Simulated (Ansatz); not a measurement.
## Decaying states in the gap of NaMg2BCl2O3

Wanted: the relaxed cell of NaMg2BCl2O3, its band edges and its decay constants. It is built by putting Mg for Zn, Na for K in the KZn2BCl2O3 structure of space group R32, with the volume rescaled by atomic radii. The parent structure comes from the Materials Project.

Calculated with Ansatz 0.2.0; r2SCAN DFT, plane waves, PAW files, in the first sound run; inputs show where later runs differ.

The structure was built from a prototype and need not be the compound's stable phase.

### 1. Set-up

The structure is trigonal, space group R32 (No. 155). Conventional cell: a = 4.984 Å, b = 4.984 Å, c = 27.085 Å, α = 90.00°, β = 90.00°, γ = 120.00°. Nearest to Na lie 6 Cl at 3.24 Å. Nearest to Mg lie 3 O at 1.97 Å and 1 Cl at 2.27 Å. Nearest to B lie 3 O at 1.38 Å. Nearest to Cl lie 1 Mg at 2.27 Å and 3 Na at 3.24 Å. Nearest to O lie 1 B at 1.38 Å and 2 Mg at 1.97 Å. It derives from KZn2BCl2O3. Mg for Zn, Na for K in the KZn2BCl2O3 structure of space group R32. Farther neighbours and most contacts between anions are not listed.

### 2. Relaxing the new crystal

The substituted atoms don't fit the parent's cell, so cell and atoms relax together. A small smearing keeps the run stable in case the gap closes on the way.

Contents of input.yaml:

```yaml
crystal:
  lattice:
    - [2.492180184, 1.4388609001, 9.0282278475]
    - [-2.492180184, 1.4388609001, 9.0282278475]
    - [0.0, -2.8777218002, 9.0282278475]
  atoms:
    - { symbol: Na, position: [0.5, 0.5, 0.5] }
    - { symbol: Mg, position: [0.305716, 0.305716, 0.305716] }
    - { symbol: Mg, position: [0.694284, 0.694284, 0.694284] }
    - { symbol: B, position: [0.0, 0.0, 0.0] }
    - { symbol: Cl, position: [0.221962, 0.221962, 0.221962] }
    - { symbol: Cl, position: [0.778038, 0.778038, 0.778038] }
    - { symbol: O, position: [0.723321, 0.0, 0.276679] }
    - { symbol: O, position: [0.0, 0.276679, 0.723321] }
    - { symbol: O, position: [0.276679, 0.723321, 0.0] }
kpoints:
  mp_grid: { grid: [6, 6, 6] }
scf:
  occupations: { method: gaussian, width: 0.03 }
hamiltonian:
  xc: r2scan
output:
  forces: true
  stress: true
relax:
  f_tol: 0.02
  max_steps: 60
  cell: {}
```

Started as:

```console
$ ansatz run input.yaml --threads 2 --pin off --max-ram 4096MiB --backend cpu --events-out ev --progress --plain --runs-dir out
```

Numbers of over 12 decimals in the logs are rounded to 6 here.

The log of the run:

```text
basis.fft_grid_basis auto: the FFT boxes are laid along the combinations [[1, 0, -1], [0, 1, -1], [0, 0, 1]] of the cell's own vectors, 4.984, 4.984 and 9.476 Å long. The dense box has 40×40×72 points. Along the cell's own vectors, as sized, it would have 72×72×72, 3.24 times as many. Of the 6 symmetry operations that the crystal satisfies within crystal.symmetry.tolerance (time reversal apart; of a slab, those that  [...]
Engine: ansatz 0.2.0, x86_64-unknown-linux-gnu
Pseudopotentials: kind: paw
Pseudopotential: Na, paw, valence charge 9, recommended cutoff 500 eV (meta_gga), Na.paw.azcp
Pseudopotential: Mg, paw, valence charge 10, recommended cutoff 500 eV (meta_gga), Mg.paw.azcp
Pseudopotential: B, paw, valence charge 3, recommended cutoff 500 eV (meta_gga), B.paw.azcp
Pseudopotential: Cl, paw, valence charge 7, recommended cutoff 500 eV (meta_gga), Cl.paw.azcp
Pseudopotential: O, paw, valence charge 6, recommended cutoff 500 eV (meta_gga), O.paw.azcp
Functional definition: r2SCAN
  parameter k0 = 0.174
  parameter k1 = 0.065
  parameter a1 = 4.9479
  exchange = r2scan_x(k0 = k0, k1 = k1, a1 = a1)
  correlation = r2scan_c
Crystal: 9 atoms, lattice volume = 194.246 Å³
Basis set: ecut = 500 eV, 4911 PW (Γ), FFT grids on a1−a3, a2−a3, a3, exchange–correlation on 160×160×288 points (64 copies of the dense FFT grid, shifted against one another)
Bands: 41, of which v1, the nominal top of the filled ones, is band 32 counted from 1 (31 counted from 0)
Symmetry: 6 space group operations
Space group: R32 (ITA 155), of the structure as read, at distance tolerance 5.8e-5 Å
k-points: 32 of 216 (time reversal used)
Non-local potential: Na, projectors of the file, l = 0: 3, l = 1: 2, l = 2: 1
Non-local potential: Mg, projectors of the file, l = 0: 3, l = 1: 2, l = 2: 1
Non-local potential: B, projectors of the file, l = 0: 2, l = 1: 2, l = 2: 1
Non-local potential: Cl, projectors of the file, l = 0: 2, l = 1: 2, l = 2: 2
Non-local potential: O, projectors of the file, l = 0: 2, l = 1: 2, l = 2: 1
PAW form: soft (Blöchl's): semilocal exchange-correlation on the pseudo side does not see the compensation charge
PAW frozen core: Na, regenerated for the run's functional (the file was generated under x = pbe(κ = 0.804, μ = 0.219515), c = pbe(β = 0.066725))
PAW frozen core: Mg, regenerated for the run's functional (the file was generated under x = pbe(κ = 0.804, μ = 0.219515), c = pbe(β = 0.066725))
PAW frozen core: B, regenerated for the run's functional (the file was generated under x = pbe(κ = 0.804, μ = 0.219515), c = pbe(β = 0.066725))
PAW frozen core: Cl, regenerated for the run's functional (the file was generated under x = pbe(κ = 0.804, μ = 0.219515), c = pbe(β = 0.066725))
PAW frozen core: O, regenerated for the run's functional (the file was generated under x = pbe(κ = 0.804, μ = 0.219515), c = pbe(β = 0.066725))
PAW one-centre angular grid: Na, 302 points (default); XC on 339 of its mesh's 2595 points in the sphere
PAW one-centre angular grid: Mg, 302 points (default); XC on 224 Gauss nodes
PAW one-centre angular grid: B, 302 points (default); XC on 160 Gauss nodes
PAW one-centre angular grid: Cl, 302 points (default); XC on 160 Gauss nodes
PAW one-centre angular grid: O, 302 points (default); XC on 160 Gauss nodes
Initial density: superposition of atomic densities (neutral atoms: chi_scale 0, normalization atom), corrected by the library's trained network
Initial wavefunctions: pseudopotential atomic-orbital guess
Functional: x = r2scan, c = r2scan; τ floored in thin density (d = 2e-4 eV/Å³)
SCF iter   1: F=—  HF=-9385.333607 eV  |F-HF|=—  |Δ(HF+E_count)|=         —  Δρ=6.37e-3  dr2=4.61e-2  dr2_τ=4.37e-1  ethr=1.77e-3  ⟨swp⟩=7.5  Hψ=6191  notcnv=0  defer=6
preconditioner: auto → Resta (q_TF=auto, 2.267 Å⁻¹)  ε∞=2.4  [insulator: Δε(μ)=4.892 eV  Ē_g=14.325 eV  σ=0.030 eV  W_gap=1.00  n_scr=36 (ndim 8)  ℏωp=16.9 eV  f_vac=0.277  D(μ)=0.00/eV (n_scr^D=0)  ε∞_Penn≈2.4]
SCF iter   2: F=—  HF=-9385.506971 eV  |F-HF|=—  |Δ(HF+E_count)|=   1.73e-1  Δρ=3.09e-3  dr2=8.81e-3  dr2_τ=9.98e-4  ethr=7.20e-5  ⟨swp⟩=3.2  Hψ=2953  notcnv=0  defer=110
SCF iter   3: F=—  HF=-9385.507160 eV  |F-HF|=—  |Δ(HF+E_count)|=   1.89e-4  Δρ=7.15e-4  dr2=7.27e-4  dr2_τ=7.70e-5  ethr=1.38e-5  ⟨swp⟩=2.7  Hψ=2305  notcnv=0  defer=78
automatic band count: iteration 3 solves 40 bands in place of 41: the levels show a gap, and the empty bands left out lie too high to hold charge; the band table lists the bands solved (type scf.n_extra_bands for more)
SCF iter   4: F=—  HF=-9385.507242 eV  |F-HF|=—  |Δ(HF+E_count)|=   8.15e-5  Δρ=2.07e-4  dr2=5.59e-5  dr2_τ=1.10e-5  ethr=1.14e-6  ⟨swp⟩=2.0  Hψ=1829  notcnv=0  defer=78
SCF iter   5: F=—  HF=-9385.507386 eV  |F-HF|=—  |Δ(HF+E_count)|=   1.44e-4  Δρ=6.00e-5  dr2=7.33e-6  dr2_τ=6.54e-7  ethr=8.74e-8  ⟨swp⟩=2.0  Hψ=1857  notcnv=0  defer=78
SCF iter   6: F=—  HF=-9385.507389 eV  |F-HF|=—  |Δ(HF+E_count)|=   3.07e-6  Δρ=1.73e-5  dr2=6.53e-7  dr2_τ=5.30e-8  ethr=1.15e-8  ⟨swp⟩=2.0  Hψ=1920  notcnv=0  defer=78
SCF iter   7: F=-9385.507390 eV  HF=-9385.507390 eV  |F-HF|=5.06e-8  |Δ(HF+E_count)|=   7.60e-7  Δρ=4.01e-6  dr2=4.67e-8  dr2_τ=2.90e-9  ethr=1.56e-10  ⟨swp⟩=5.0  Hψ=4372  notcnv=0
SCF 1 converged in 7 iterations: F = -9385.507390 eV  dr2 = 4.67e-8
  greatest PAW one-centre occupation: 1.000 electrons in one spin orbital (limit 2), on the Na atom at site 0 (counted from 0), in its partial waves of l = 0
relax step   1: F+E_penalty+E_count = -9385.50739001 eV  Δ(F+E_penalty+E_count) = +0.000e0 eV  max|allowed force component| = 8.953e-1 eV/Å  Δτ_max = 0.0000 Å  P = -1.294 GPa  Ω = 194.246 Å³  (7 SCF iters, dr2 threshold 1.00e-7 eV, accepted)
Crystal: 9 atoms, lattice volume = 186.599 Å³
Basis set: ecut = 500 eV, 4713 PW (Γ), FFT grids on a1−a3, a2−a3, a3, exchange–correlation on 160×160×288 points (64 copies of the dense FFT grid, shifted against one another)
Initial density: handed on by an earlier stage of this run
Initial wavefunctions: those handed on with the density
iter 1 solved again at ethr=5.52e-5 eV; its pass at ethr=3.10e-3 eV (dr2=3.53e-2 eV) is discarded
SCF iter   1: F=—  HF=-9385.904083 eV  |F-HF|=—  |Δ(HF+E_count)|=         —  Δρ=5.68e-3  dr2=3.48e-2  dr2_τ=4.54e-1  ethr=5.52e-5  ⟨swp⟩=2.1  Hψ=6012  notcnv=0
automatic band count: iteration 1 solves 37 bands in place of 41: the levels show a gap, and the empty bands left out lie too high to hold charge; the band table lists the bands solved (type scf.n_extra_bands for more)
[...]
iter 1 solved again at ethr=4.88e-5 eV; its pass at ethr=3.10e-3 eV (dr2=3.12e-2 eV) is discarded
SCF iter   1: F=—  HF=-9385.891629 eV  |F-HF|=—  |Δ(HF+E_count)|=         —  Δρ=5.02e-3  dr2=3.03e-2  dr2_τ=3.21e-1  ethr=4.88e-5  ⟨swp⟩=2.3  Hψ=6009  notcnv=0
automatic band count: iteration 1 solves 37 bands in place of 41: the levels show a gap, and the empty bands left out lie too high to hold charge; the band table lists the bands solved (type scf.n_extra_bands for more)
preconditioner: auto → Resta (q_TF=auto, 2.300 Å⁻¹)  ε∞=2.7  [insulator: Δε(μ)=5.072 eV  Ē_g=13.602 eV  σ=0.030 eV  W_gap=1.00  n_scr=36 (ndim 8)  ℏωp=17.6 eV  f_vac=0.231  D(μ)=0.00/eV (n_scr^D=0)  ε∞_Penn≈2.7]
SCF iter   2: F=—  HF=-9385.708998 eV  |F-HF|=—  |Δ(HF+E_count)|=   1.83e-1  Δρ=2.74e-3  dr2=1.01e-2  dr2_τ=5.71e-4  ethr=4.74e-5  ⟨swp⟩=4.0  Hψ=2563  notcnv=0
SCF iter   3: F=—  HF=-9385.710103 eV  |F-HF|=—  |Δ(HF+E_count)|=   1.10e-3  Δρ=7.26e-4  dr2=1.28e-3  dr2_τ=1.36e-4  ethr=1.58e-5  ⟨swp⟩=2.0  Hψ=2369  notcnv=0
SCF iter   4: F=—  HF=-9385.710232 eV  |F-HF|=—  |Δ(HF+E_count)|=   1.29e-4  Δρ=2.46e-4  dr2=1.43e-4  dr2_τ=7.93e-6  ethr=2.00e-6  ⟨swp⟩=2.0  Hψ=1899  notcnv=0
SCF iter   5: F=—  HF=-9385.710453 eV  |F-HF|=—  |Δ(HF+E_count)|=   2.21e-4  Δρ=1.44e-4  dr2=3.28e-5  dr2_τ=3.69e-6  ethr=2.24e-7  ⟨swp⟩=2.0  Hψ=1824  notcnv=0
SCF iter   6: F=—  HF=-9385.710452 eV  |F-HF|=—  |Δ(HF+E_count)|=   1.00e-6  Δρ=4.05e-5  dr2=3.62e-6  dr2_τ=3.93e-7  ethr=5.12e-8  ⟨swp⟩=2.0  Hψ=1824  notcnv=0
SCF iter   7: F=-9385.710454 eV  HF=-9385.710454 eV  |F-HF|=1.69e-7  |Δ(HF+E_count)|=   1.71e-6  Δρ=7.64e-6  dr2=1.31e-7  dr2_τ=5.23e-9  ethr=1.41e-9  ⟨swp⟩=4.0  Hψ=4097  notcnv=0
SCF 3 converged in 7 iterations: F = -9385.710454 eV  dr2 = 1.31e-7
relax step   3: F+E_penalty+E_count = -9385.71045425 eV  Δ(F+E_penalty+E_count) = -4.840e-2 eV  max|allowed force component| = 3.817e-2 eV/Å  Δτ_max = 0.1112 Å  P = +0.164 GPa  Ω = 178.176 Å³  energy of the carried Pulay correction = +3.129e-3 eV  (7 SCF iters, dr2 threshold 9.00e-7 eV, accepted)
[...]
relax step   4: F+E_penalty+E_count = -9385.71100471 eV  Δ(F+E_penalty+E_count) = -5.505e-4 eV  max|allowed force component| = 2.056e-2 eV/Å  Δτ_max = 0.0131 Å  P = +0.022 GPa  Ω = 179.151 Å³  energy of the carried Pulay correction = +2.932e-3 eV  (6 SCF iters, dr2 threshold 9.10e-8 eV, accepted)
[...]
relax step   5: F+E_penalty+E_count = -9385.71103825 eV  Δ(F+E_penalty+E_count) = -3.354e-5 eV  max|allowed force component| = 6.339e-3 eV/Å  Δτ_max = 0.0009 Å  P = +0.005 GPa  Ω = 179.214 Å³  energy of the carried Pulay correction = +2.919e-3 eV  (5 SCF iters, dr2 threshold 2.64e-8 eV, accepted)
Basis set: ecut = 500 eV, 4531 PW (Γ), FFT grids on a1−a3, a2−a3, a3, exchange–correlation on 144×144×288 points (64 copies of the dense FFT grid, shifted against one another)
Initial wavefunctions: pseudopotential atomic-orbital guess (no wavefunctions were taken with the density)
iter 1 solved again at ethr=5.21e-8 eV; its pass at ethr=3.10e-3 eV (dr2=3.33e-5 eV) is discarded
SCF iter   1: F=—  HF=-9385.707450 eV  |F-HF|=—  |Δ(HF+E_count)|=         —  Δρ=1.54e-4  dr2=3.95e-6  dr2_τ=1.91e-5  ethr=5.21e-8  ⟨swp⟩=4.0  Hψ=10347  notcnv=0
preconditioner: auto → Resta (q_TF=auto, 2.298 Å⁻¹)  ε∞=2.5  [insulator: Δε(μ)=5.049 eV  Ē_g=14.519 eV  σ=0.030 eV  W_gap=1.00  n_scr=36 (ndim 8)  ℏωp=17.5 eV  f_vac=0.243  D(μ)=0.00/eV (n_scr^D=0)  ε∞_Penn≈2.5]
SCF iter   2: F=—  HF=-9385.707608 eV  |F-HF|=—  |Δ(HF+E_count)|=   1.57e-4  Δρ=7.90e-5  dr2=1.10e-6  dr2_τ=1.46e-6  ethr=6.17e-9  ⟨swp⟩=2.0  Hψ=1925  notcnv=0
SCF iter   3: F=—  HF=-9385.707611 eV  |F-HF|=—  |Δ(HF+E_count)|=   3.59e-6  Δρ=1.21e-5  dr2=1.33e-7  dr2_τ=3.38e-8  ethr=1.72e-9  ⟨swp⟩=2.0  Hψ=1952  notcnv=0
SCF iter   4: F=—  HF=-9385.707611 eV  |F-HF|=—  |Δ(HF+E_count)|=   1.08e-8  Δρ=1.49e-6  dr2=1.13e-9  dr2_τ=5.01e-10  ethr=2.07e-10  ⟨swp⟩=2.0  Hψ=1961  notcnv=0
SCF iter   5: F=-9385.707611 eV  HF=-9385.707611 eV  |F-HF|=1.40e-10  |Δ(HF+E_count)|=   2.81e-9  Δρ=3.06e-7  dr2=5.81e-11  dr2_τ=2.43e-11  ethr=1.00e-12  ⟨swp⟩=5.0  Hψ=5236  notcnv=0
SCF 6 converged in 5 iterations: F = -9385.707611 eV  dr2 = 5.81e-11
relax step   6: F+E_penalty+E_count = -9385.70761134 eV  Δ(F+E_penalty+E_count) = +3.427e-3 eV  max|allowed force component| = 6.123e-3 eV/Å  Δτ_max = 0.0000 Å  P = +0.017 GPa  Ω = 179.214 Å³  stress off target by 3.24e-2 GPa  SCF on the basis re-selected at this cell (its energy is not comparable with the rows above)  (5 SCF iters)
basis re-selected at this cell: Δ(F+E_penalty+E_count) = +3.427e-3 eV, ΔP = +0.012 GPa vs the last step (what re-selecting the basis moved, of the pressure what is left beyond the Pulay correction that the steps carried, after the strain that the cell walked since its last selection, with what the two solves' SCF thresholds leave and, on support functions, any second-order correction that the steps lacked; it is no measure of the basis error at this ecutwfc). The dense FFT grid was sized anew with the basis: this SCF ran on 36×36×72 points, the steps before it on 40×40×72, so part of this shift can come from that change (see relax.cell in the input reference). [rest of the remark cut]
SCF converged after 5 iterations
Free energy (F): -9385.707611 eV
Harris-Foulkes:  -9385.707611 eV  (|F-HF|=1.40e-10)
Internal energy: -9385.707611 eV  (E = F + TS)
E sigma→0 (E₀):  -9385.707611 eV
Fermi energy:    2.703177 eV
--- Per-component energies (eV) ---
  E_band       = -1223.276496
  E_kinetic    = 1180.881642
  E_local      = -8625.138252  (includes V_loc(G=0)·N_el)
  E_nonlocal   = 517.661190
  E_hartree    = 3333.362228
  E_xc         = -553.315877
  E_vxc        = -767.812716  (∫ρ·V_xc dr)
  E_paw        = -2754.814150  (= ΣΔE_a)
  E_vpaw       = -244.635947  (= ΣTr[D̂ρ^β])
  E_aug_tail   = 0.003197  (compensation charges beyond the density's cutoff)
  E_vtau       = 49.039722  (kinetic-family band-sum trace: ∫τ·v_τ [+ j·A + Jᵃ·Aᵃ] dr)
  E_ewald      = -2483.881829
  E_core_change = -0.465762  (= ΣΔE_core)
  E_smearing   = -0.000000  (= −TS)
  E_closure    = -0.000000  (closes the sum)
  Σ components = -9385.707611   (vs F -9385.707611, Δ=0.00e0)
--- Forces (eV/Å), atoms counted from 1 ---
  atom   1  Na    -0.00000000     0.00000000    -0.00000000
  atom   2  Mg     0.00000000    -0.00000000     0.00592779
  atom   3  Mg     0.00000000     0.00000000    -0.00592779
  atom   4  B      0.00000000    -0.00000000     0.00000000
  atom   5  Cl    -0.00000000     0.00000000    -0.00612291
  atom   6  Cl     0.00000000    -0.00000000     0.00612291
  atom   7  O      0.00017589     0.00030464    -0.00000000
  atom   8  O      0.00017589    -0.00030464     0.00000000
  atom   9  O     -0.00035177    -0.00000000    -0.00000000
  max |Σ_I F_I| component: 1.06e-17 eV/Å
--- Stress (GPa, compression-positive) ---
        0.009323       0.000000       0.000000
        0.000000       0.009323      -0.000000
        0.000000      -0.000000       0.032357
  P = ⅓ Tr σ = 0.0170 GPa (0.170 kbar)
--- Relaxed structure (5 steps of the walk, 5 accepted, 1 SCFs on fresh bases) ---
  F+E_penalty+E_count = -9385.70761134 eV   max|allowed force component| = 6.123e-3 eV/Å   (the final SCF, on the basis selected at the relaxed cell)
  cell:  # Å, volume = 179.2137 Å³
    - [2.441743, 1.409741, 8.677220]
    - [-2.441743, 1.409741, 8.677220]
    - [1.7596396290234988e-17, -2.819482, 8.677220]
  atoms:
    - { symbol: Na, position: [0.500000, 0.500000, 0.5] }
    - { symbol: Mg, position: [0.303170, 0.303170, 0.303170] }
    - { symbol: Mg, position: [0.696830, 0.696830, 0.696830] }
    - { symbol: B, position: [0, -1.468692798768553e-19, 0] }
    - { symbol: Cl, position: [0.213231, 0.213231, 0.213231] }
    - { symbol: Cl, position: [0.786769, 0.786769, 0.786769] }
    - { symbol: O, position: [0.719238, 5.551115123125783e-17, 0.280762] }
    - { symbol: O, position: [5.551115123125783e-17, 0.280762, 0.719238] }
    - { symbol: O, position: [0.280762, 0.719238, -5.551115123125783e-17] }
```

Elapsed: 40 s, on 2 threads of AMD EPYC 9R45, shared host; peak memory 1 GiB; 79 s of CPU time.

The steps of the relaxation:

```tsv
step	energy less that of the first step (eV)	largest force component (eV/Å)	pressure (GPa)	volume (Å³)
1	0.0000	0.8953	-1.29	194.25
2	-0.1547	0.3883	-1.00	186.60
3	-0.2031	0.0382	0.16	178.18
4	-0.2036	0.0206	0.02	179.15
5	-0.2036	0.0063	0.00	179.21
6*	-0.2002	0.0061	0.02	179.21
```

Relaxation steps marked * repeat the geometry before them on a plane-wave basis chosen anew for their cell, so energy and pressure can jump there.

Forces are held to the 6 operations that the run works with; a distortion that breaks them can't arise in this run.

```tsv
conventional cell, symmetrised	before	after	change
a (Å)	4.984	4.883	-2.0 %
b (Å)	4.984	4.883	-2.0 %
c (Å)	27.085	26.032	-3.9 %
volume (Å³/atom)	21.58	19.91	-7.7 %
```

The atoms that moved most (Å, as changes of fractional coordinates times the final cell):

```tsv
atom	dx	dy	dz	length
Cl5	0.000	0.000	-0.227	0.227
Cl6	0.000	0.000	0.227	0.227
Mg3	0.000	0.000	0.066	0.066
Mg2	0.000	0.000	-0.066	0.066
O8	-0.010	0.017	0.000	0.020
O9	0.020	0.000	0.000	0.020
O7	-0.010	-0.017	0.000	0.020
```

This step gave:

- free energy: -9385.7076 eV
- Fermi energy: 2.703 eV
- pressure: 0.01700 GPa

The largest force component on a free atom ends at 0.0061 eV/Å.

(Continued in part 2 of 3.)

[Logs are printed without paths, hosts, clocks, repeated set-up lines and the standing remarks that a program may print on its own settings, such as how far it seeks lower states.]

[Hosts, paths, dates, database ids (printed as entryN), source tags and the programs' standing remarks are cut or masked in the printed files.]
